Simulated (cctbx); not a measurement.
# What is wrong with this refinement?

Cell a = 4.0590 Å, b = 4.0590 Å, c = 10.4840 Å, α = 90.00°, β = 90.00°, γ = 90.00°; space group I4/mmm (no. 139). The compound is PrTi2Fe2.

The data are simulated with cctbx, not measured: Mo Kα, λ = 0.71073 Å, to d = 0.8 Å, 70 % of the full sphere, strongest reflection 5000 counts, noise from counting, a 2 % proportional error and a noise floor of 8 counts (s.d.); no absorption.

An anisotropic refinement with weights 1/σ² prints:

```text
Rint 0.032, 73 unique reflections to 0.80 A
cycle     R1     wR2    GooF  max shift (A)
   1  0.3556  0.6246  29.229   0.00000
   2  0.3652  0.6219  29.102   0.00000
final R1 0.3654 wR2 0.6219 GooF 29.102  parameters 4  data/parameter 18.2
atom        x        y        z      Ueq    occ   su(xyz)  su(Uiso or U11)
Pr1    0.00000  0.00000  0.00000   0.0095  1.000  0.00000  0.0074
Fe1    0.50000  0.00000  0.25000   0.0092  1.000  0.00000  0.0138
difference map: max 69.21 min -8.92 rms 4.88
Q1    0.0000  0.0000  0.3638    4   70.92  2.35 A from Fe1
Q2    0.0000  0.0000  0.0000    2   54.99  0.00 A from Pr1
Q3    0.0000  0.0000  0.5000    2   11.52  2.87 A from Pr1
Q4    0.0000  0.5000  0.1258    8   10.76  1.30 A from Fe1
Q5    0.0000  0.0000  0.2492    4    7.93  2.03 A from Fe1
Q6    0.1346  0.1346  0.4509   16    2.99  2.16 A from Pr1
```

Q: Accept it or mend it, and why?

Mend it. The fault: an atom left out, Ti at (0, 0, 0.3649). Against the right model at the same level, R1 goes from 0.0104 to 0.3654 and GooF from 1.04 to 29.10 and the top difference peak, 70.9 e/Å³, lies 2.35 Å from Fe1. Q1 is the missing atom. With scattering power missing, scale and phases suffer, so peaks may also grow on the heavy atoms.

The compound is PrTi2Fe2. The right model at the same level gives:

```text
Rint 0.032, 73 unique reflections to 0.80 A
cycle     R1     wR2    GooF  max shift (A)
   1  0.0105  0.0220   1.051   0.00017
   2  0.0104  0.0218   1.041   0.00000
final R1 0.0104 wR2 0.0218 GooF 1.041  parameters 7  data/parameter 10.4
atom        x        y        z      Ueq    occ   su(xyz)  su(Uiso or U11)
Pr1    0.00000  0.00000  0.00000   0.0107  1.000  0.00000  0.0002
Fe1    0.50000  0.00000  0.25000   0.0166  1.000  0.00000  0.0004
Ti1    0.00000  0.00000  0.36497   0.0152  1.000  0.00014  0.0004
difference map: max 0.58 min -0.60 rms 0.19
Q1    0.2283  0.2283  0.1519   16    0.61  1.57 A from Ti1
Q2    0.2625  0.2625  0.0536   16    0.57  1.61 A from Pr1
Q3    0.2500  0.2500  0.2500    8    0.54  1.44 A from Fe1
Q4    0.0000  0.1919  0.5000    8    0.50  1.62 A from Ti1
Q5    0.0000  0.0000  0.3315    4    0.50  0.35 A from Ti1
Q6    0.0000  0.1599  0.0722   16    0.47  1.00 A from Pr1
```

This is a model crystal, built by substitution and not relaxed, with assumed displacement parameters.

[Middle refinement cycles are left out of these outputs.]

[Logs are printed without paths, hosts, clocks, repeated set-up lines and the standing remarks that a program may print on its own settings, such as how far it seeks lower states.]
